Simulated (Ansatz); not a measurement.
# Kohn anomalies in ZrOs (Pm-3m)

Aim: see how the phonons of ZrOs (Pm-3m) along the first symmetry line respond to the electronic smearing.

Main program and level: Ansatz 0.2.0; DFT PBEsol, scalar-relativistic, plane waves, PAW.

Most raw output is cut from this account.

### 1. The structure

The structure is cubic, space group Pm-3m (No. 221). The conventional cell has a = 3.263 Å, b = 3.263 Å, c = 3.263 Å, α = 90.00°, β = 90.00°, γ = 90.00°. Nearest to Zr lie 8 Os at 2.83 Å. Nearest to Os lie 8 Zr at 2.83 Å. Farther neighbours are not listed.

### 2. Relaxing cell and atoms

The structure is brought to rest under this functional.

Input file input.yaml:

```yaml
crystal:
  lattice:
    - [3.263, 0.0, 0.0]
    - [0.0, 3.263, 0.0]
    - [0.0, 0.0, 3.263]
  atoms:
    - { symbol: Zr, position: [0.5, 0.5, 0.5] }
    - { symbol: Os, position: [0.0, 0.0, 0.0] }
kpoints:
  mp_grid: { grid: [10, 10, 10] }
hamiltonian:
  xc: pbesol
scf:
  occupations: { method: gaussian, width: 0.1 }
output:
  forces: true
  stress: true
  eigenvalues: true
  write_density: true
  write_potential: true
  elf: true
  volumetric_format: npy
relax:
  adjacent_minimum: "off"
  f_tol: 0.005
  max_steps: 80
  cell: { stress_tol: 0.05 }
```

Command:

```console
ansatz run input.yaml --threads 4 --pin off --max-ram 8192MiB --backend cpu --events-out ev --progress --plain --runs-dir out
```

Wall time 3.1 s (4 threads of Arm Neoverse V2, shared host); peak memory 0.36 GiB.

Relaxation path:

| step | energy less that of the first step (eV) | largest force component (eV/Å) | pressure (GPa) | volume (Å³) |
| --- | --- | --- | --- | --- |
| 1 | 0.0000 | 0.0000 | -3.43 | 34.74 |
| 2 | 0.0528 | 0.0000 | 12.19 | 32.58 |
| 3 | -0.0060 | 0.0000 | -0.26 | 34.24 |
| 4 | -0.0060 | 0.0000 | 0.01 | 34.20 |
| 5 | -0.0058 | 0.0000 | 0.01 | 34.20 |

The log counts 1 steps on a newly chosen plane-wave basis, not all of them marked here; energy and pressure can jump at such steps. Relaxation step 2 was tried and not accepted.

| conventional cell, symmetrised | before | after | change |
| --- | --- | --- | --- |
| a (Å) | 3.263 | 3.246 | -0.5 % |
| b (Å) | 3.263 | 3.246 | -0.5 % |
| c (Å) | 3.263 | 3.246 | -0.5 % |
| volume (Å³/atom) | 17.37 | 17.10 | -1.6 % |

The relaxed structure:

```
Zr Os
1.0
     3.24605    0.00000    0.00000
     0.00000    3.24605    0.00000
     0.00000    0.00000    3.24605
Zr Os
1 1
Cartesian
  1.6230 1.6230 1.6230
  0.0000 0.0000 0.0000
```

This step gave:

- pressure: 0.008923 GPa
- volume per atom: 17.10 Å³
- metallic on mesh: yes
- gap on the k-mesh: 0 eV

Valence density in the ac plane at fractional y = 0.000, with atoms of Os within 0.2 Å of it. It is the smooth field of the valence electrons, not physical close to the nuclei.

Ten even steps from '0' (0.2 e/Å³) to '9' (7.9 e/Å³):
```
99852000000002589
88631000000001368
55320000000000235
22100000000000012
00000000000000000
00000000000000000
00000000000000000
00000000000000000
00000000000000000
00000000000000000
00000000000000000
00000000000000000
22100000000000012
55320000000000235
88631000000001368
99852000000002589
99852000000002589
```
Columns run along a (3.2 Å), rows up along c (3.2 Å). Atoms in or near the plane, at fractional coordinates: Os at (0.00, 0.00).

ELF in the ac plane at fractional y = 0.000, with atoms of Os within 0.2 Å of it. It is the smooth field of the valence electrons, not physical close to the nuclei.

Values, 14 rows by 14 columns, each cell a mean:
```
0.46 0.59 0.65 0.48 0.25 0.25 0.39 0.46 0.37 0.23 0.28 0.52 0.66 0.57
0.62 0.66 0.63 0.46 0.28 0.31 0.42 0.47 0.41 0.29 0.30 0.49 0.65 0.66
0.51 0.52 0.48 0.38 0.33 0.38 0.44 0.46 0.43 0.36 0.33 0.39 0.49 0.52
0.27 0.29 0.31 0.33 0.38 0.41 0.41 0.41 0.41 0.40 0.37 0.33 0.30 0.28
0.20 0.24 0.30 0.37 0.40 0.38 0.33 0.32 0.34 0.39 0.40 0.36 0.29 0.23
0.35 0.37 0.41 0.43 0.40 0.32 0.25 0.23 0.26 0.34 0.41 0.43 0.41 0.37
0.45 0.46 0.47 0.45 0.39 0.29 0.22 0.20 0.23 0.32 0.41 0.46 0.47 0.46
0.38 0.39 0.42 0.44 0.40 0.31 0.24 0.22 0.25 0.33 0.41 0.44 0.42 0.39
0.22 0.26 0.32 0.39 0.41 0.36 0.31 0.29 0.32 0.38 0.41 0.38 0.31 0.25
0.23 0.25 0.29 0.33 0.39 0.41 0.40 0.39 0.40 0.40 0.38 0.33 0.28 0.25
0.47 0.48 0.45 0.36 0.33 0.39 0.44 0.45 0.43 0.37 0.33 0.38 0.46 0.48
0.62 0.65 0.62 0.45 0.29 0.32 0.42 0.47 0.41 0.30 0.31 0.48 0.63 0.65
0.49 0.61 0.65 0.48 0.25 0.26 0.39 0.46 0.37 0.24 0.29 0.52 0.66 0.59
0.29 0.49 0.62 0.47 0.23 0.22 0.38 0.45 0.35 0.20 0.27 0.51 0.62 0.46
```
Columns run along a (3.2 Å), rows up along c (3.2 Å). Atoms in or near the plane, at fractional coordinates: Os at (0.00, 0.00).

Electrostatic potential energy in the ac plane at fractional y = 0.000, with atoms of Os within 0.2 Å of it. With pseudopotentials it is smooth inside the atoms' cores, unlike the true potential.

Ten even steps from '_' (-41 eV) to '@' (22 eV):
```
______::==##%%@@@@@@@@%%##==::____
____..--++##@@@@@@@@@@@@##++--..__
..::--==**%%@@@@@@@@@@@@%%**==--::
--==++**%%@@@@@@@@@@@@@@@@%%**++==
**####%%@@@@@@@@@@@@@@@@@@@@%%####
%%%%@@@@@@@@@@@@@@@@@@@@@@@@@@@@%%
@@@@@@@@@@@@@@@@@@@@@@@@@@@@@@@@@@
@@@@@@@@@@@@@@@@@@@@@@@@@@@@@@@@@@
@@@@@@@@@@@@@@@@@@@@@@@@@@@@@@@@@@
@@@@@@@@@@@@@@@@@@@@@@@@@@@@@@@@@@
%%%%@@@@@@@@@@@@@@@@@@@@@@@@@@@@%%
**####%%@@@@@@@@@@@@@@@@@@@@%%####
--==++**%%@@@@@@@@@@@@@@@@%%**++==
..::--==**%%@@@@@@@@@@@@%%**==--::
____..--++##@@@@@@@@@@@@##++--..__
______::==##%%@@@@@@@@%%##==::____
______..--**%%@@@@@@@@%%**--..____
```
Columns run along a (3.2 Å; values clipped at the 3rd and 97th percentile), rows up along c (3.2 Å). Atoms in or near the plane, at fractional coordinates: Os at (0.00, 0.00).

The largest force is now zero by symmetry and the largest stress component 0.0089 GPa, small enough for phonons.

### 3. Wavevectors along a line: Fermi–Dirac smearing of 0.1 eV

The smearing blurs the Fermi surface that screens the phonons; a Fermi–Dirac width is an electronic temperature.

Input file input.yaml:

```yaml
crystal:
  lattice:
    - [3.2460455045, 0.0, 0.0]
    - [0.0, 3.2460455045, 0.0]
    - [0.0, 0.0, 3.2460455045]
  atoms:
    - { symbol: Zr, position: [0.5, 0.5, 0.5] }
    - { symbol: Os, position: [0.0, 0.0, 0.0] }
kpoints:
  mp_grid: { grid: [16, 16, 16] }
hamiltonian:
  xc: pbesol
scf:
  occupations: { method: fermi_dirac, width: 0.1 }
output:
  eigenvalues: true
phonons:
  method: dfpt
  qpoints:
    - [0, 0, 0]
    - [0.0, 0.0625, 0.0]
    - [0.0, 0.1875, 0.0]
    - [0.0, 0.3125, 0.0]
    - [0.0, 0.4375, 0.0]
```

Wall time 3.8 min (4 threads); peak memory 2.2 GiB; 15 min of CPU time.

Each wavevector solved by linear response. Table of frequency by |q| along the line:

| \|q\| along the line (Å⁻¹) | mode 1 = mode 2 (cm⁻¹) | mode 3 (cm⁻¹) | mode 4 = mode 5 (cm⁻¹) | mode 6 (cm⁻¹) |
| --- | --- | --- | --- | --- |
| 0.000 | 0 | 0 | 186 | 186 |
| 0.121 | 17.0 | 33.7 | 185 | 193 |
| 0.363 | 50.9 | 91.4 | 180 | 223 |
| 0.605 | 85.2 | 130 | 166 | 263 |
| 0.847 | 118 | 148 | 148 | 292 |

### 4. Wavevectors along a line: Fermi–Dirac smearing of 0.25 eV

Each wavevector is solved by itself, so no interpolation smooths a dip of the branch.

input.yaml, as its differences from that of step 3:

```diff
@@ -13,3 +13,3 @@
 scf:
-  occupations: { method: fermi_dirac, width: 0.1 }
+  occupations: { method: fermi_dirac, width: 0.25 }
 output:
```

Wider smearing eases the sum over k-points of a metal but moves the result away from its zero-temperature value.

Wall time 4.2 min (4 threads); peak memory 2.4 GiB; 16 min of CPU time.

Each wavevector solved by linear response. Frequency against |q| along the line:

| \|q\| along the line (Å⁻¹) | mode 1 = mode 2 (cm⁻¹) | mode 3 (cm⁻¹) | mode 4 = mode 5 (cm⁻¹) | mode 6 (cm⁻¹) |
| --- | --- | --- | --- | --- |
| 0.000 | 0 | 0 | 184 | 184 |
| 0.121 | 16.8 | 32.6 | 184 | 189 |
| 0.363 | 50.2 | 88.9 | 178 | 217 |
| 0.605 | 83.7 | 126 | 166 | 254 |
| 0.847 | 115 | 143 | 146 | 282 |

Against step 3 (now smearing width 0.25 eV), the free energy moves by -25.8 meV an atom.

### 5. Wavevectors along a line: Fermi–Dirac smearing of 0.04 eV

input.yaml, as its differences from that of step 4:

```diff
@@ -13,3 +13,3 @@
 scf:
-  occupations: { method: fermi_dirac, width: 0.25 }
+  occupations: { method: fermi_dirac, width: 0.04 }
 output:
```

Narrower smearing comes nearer the zero-temperature value but asks more of the mesh.

Elapsed: 3.5 min, on 4 threads; peak memory 2.1 GiB; 14 min of CPU time.

Each wavevector solved by linear response. Table of frequency by |q| along the line:

| \|q\| along the line (Å⁻¹) | mode 1 = mode 2 (cm⁻¹) | mode 3 (cm⁻¹) | mode 4 = mode 5 (cm⁻¹) | mode 6 (cm⁻¹) |
| --- | --- | --- | --- | --- |
| 0.000 | 0 | 0 | 186 | 186 |
| 0.121 | 16.9 | 33.7 | 186 | 193 |
| 0.363 | 50.8 | 91.6 | 180 | 223 |
| 0.605 | 84.7 | 129 | 164 | 264 |
| 0.847 | 118 | 148 | 148 | 292 |

Against step 3 (now smearing width 0.04 eV), the free energy moves by +3.2 meV an atom.

### 6. Wavevectors along a line: Methfessel–Paxton smearing of 0.2 eV

The smearing blurs the Fermi surface that screens the phonons; a Methfessel–Paxton width blurs it less than a thermal one.

input.yaml, as its differences from that of step 5:

```diff
@@ -13,3 +13,3 @@
 scf:
-  occupations: { method: fermi_dirac, width: 0.04 }
+  occupations: { method: methfessel_paxton, width: 0.2 }
 output:
```

Elapsed: 3.8 min, on 4 threads; peak memory 2.3 GiB; 15 min of CPU time.

Each wavevector solved by linear response. Table of frequency by |q| along the line:

| \|q\| along the line (Å⁻¹) | mode 1 = mode 2 (cm⁻¹) | mode 3 (cm⁻¹) | mode 4 (cm⁻¹) | mode 5 (cm⁻¹) | mode 6 (cm⁻¹) |
| --- | --- | --- | --- | --- | --- |
| 0.000 | 0 | 0 | 186 | 186 | 186 |
| 0.121 | 16.9 | 33.7 | 185 | 185 | 193 |
| 0.363 | 50.8 | 91.5 | 179 | 179 | 223 |
| 0.605 | 84.8 | 130 | 164 | 164 | 265 |
| 0.847 | 118 | 148 | 148 | 149 | 293 |

Against step 3 (now occupations Methfessel-Paxton and smearing width 0.2 eV), the free energy moves by +3.7 meV an atom.

### 7. The lowest branch at each setting

The lowest frequency by |q| along the line:

| \|q\| along the line (Å⁻¹) | fermi dirac 0.1 eV, k 16x16x16 (cm⁻¹) | fermi dirac 0.25 eV, k 16x16x16 (cm⁻¹) | fermi dirac 0.04 eV, k 16x16x16 (cm⁻¹) | methfessel paxton 0.2 eV, k 16x16x16 (cm⁻¹) |
| --- | --- | --- | --- | --- |
| 0.000 | 0 | 0 | 0 | 0 |
| 0.121 | 17.0 | 16.8 | 16.9 | 16.9 |
| 0.363 | 50.9 | 50.2 | 50.8 | 50.8 |
| 0.605 | 85.2 | 83.7 | 84.7 | 84.8 |
| 0.847 | 118 | 115 | 118 | 118 |

### 8. Results

```yaml
phonon_run_of_the_rows_without_a_label_of_their_own: PBEsol, k 16×16×16
lowest_branch_at_the_last_solved_point_fermi_dirac_0p1_ev: 118 cm⁻¹ at |q| = 0.847 Å⁻¹
lowest_branch_at_the_last_solved_point_fermi_dirac_0p25_ev: 115 cm⁻¹ at |q| = 0.847 Å⁻¹
lowest_branch_at_the_last_solved_point_fermi_dirac_0p04_ev: 118 cm⁻¹ at |q| = 0.847 Å⁻¹
lowest_branch_at_the_last_solved_point_methfessel_paxton_0p2_ev: 118 cm⁻¹ at |q| = 0.847 Å⁻¹
```

What this shows: No branch softens by more than 4 % of the top frequency as the smearing narrows, so no anomaly that hangs on the smearing shows at these points. The line holds 5 wavevectors, so a narrow dip between them would be missed. Between Fermi–Dirac 0.25 eV and Fermi–Dirac 0.04 eV the largest change, with modes counted by rank of frequency, is in mode 6 at |q| = 0.847 Å⁻¹, from 282 to 292 cm⁻¹. Where branches cross, a count by rank can hide a softening. At the narrowest width the k mesh may not resolve the Fermi surface, so part of the change can be mesh noise. Spin–orbit coupling, left out here, matters for Os.

[Logs are printed without paths, hosts, clocks, repeated set-up lines and the standing remarks that a program may print on its own settings, such as how far it seeks lower states.]

[Hosts, paths, dates, database ids (printed as entryN), source tags and the programs' standing remarks are cut or masked in the printed files.]
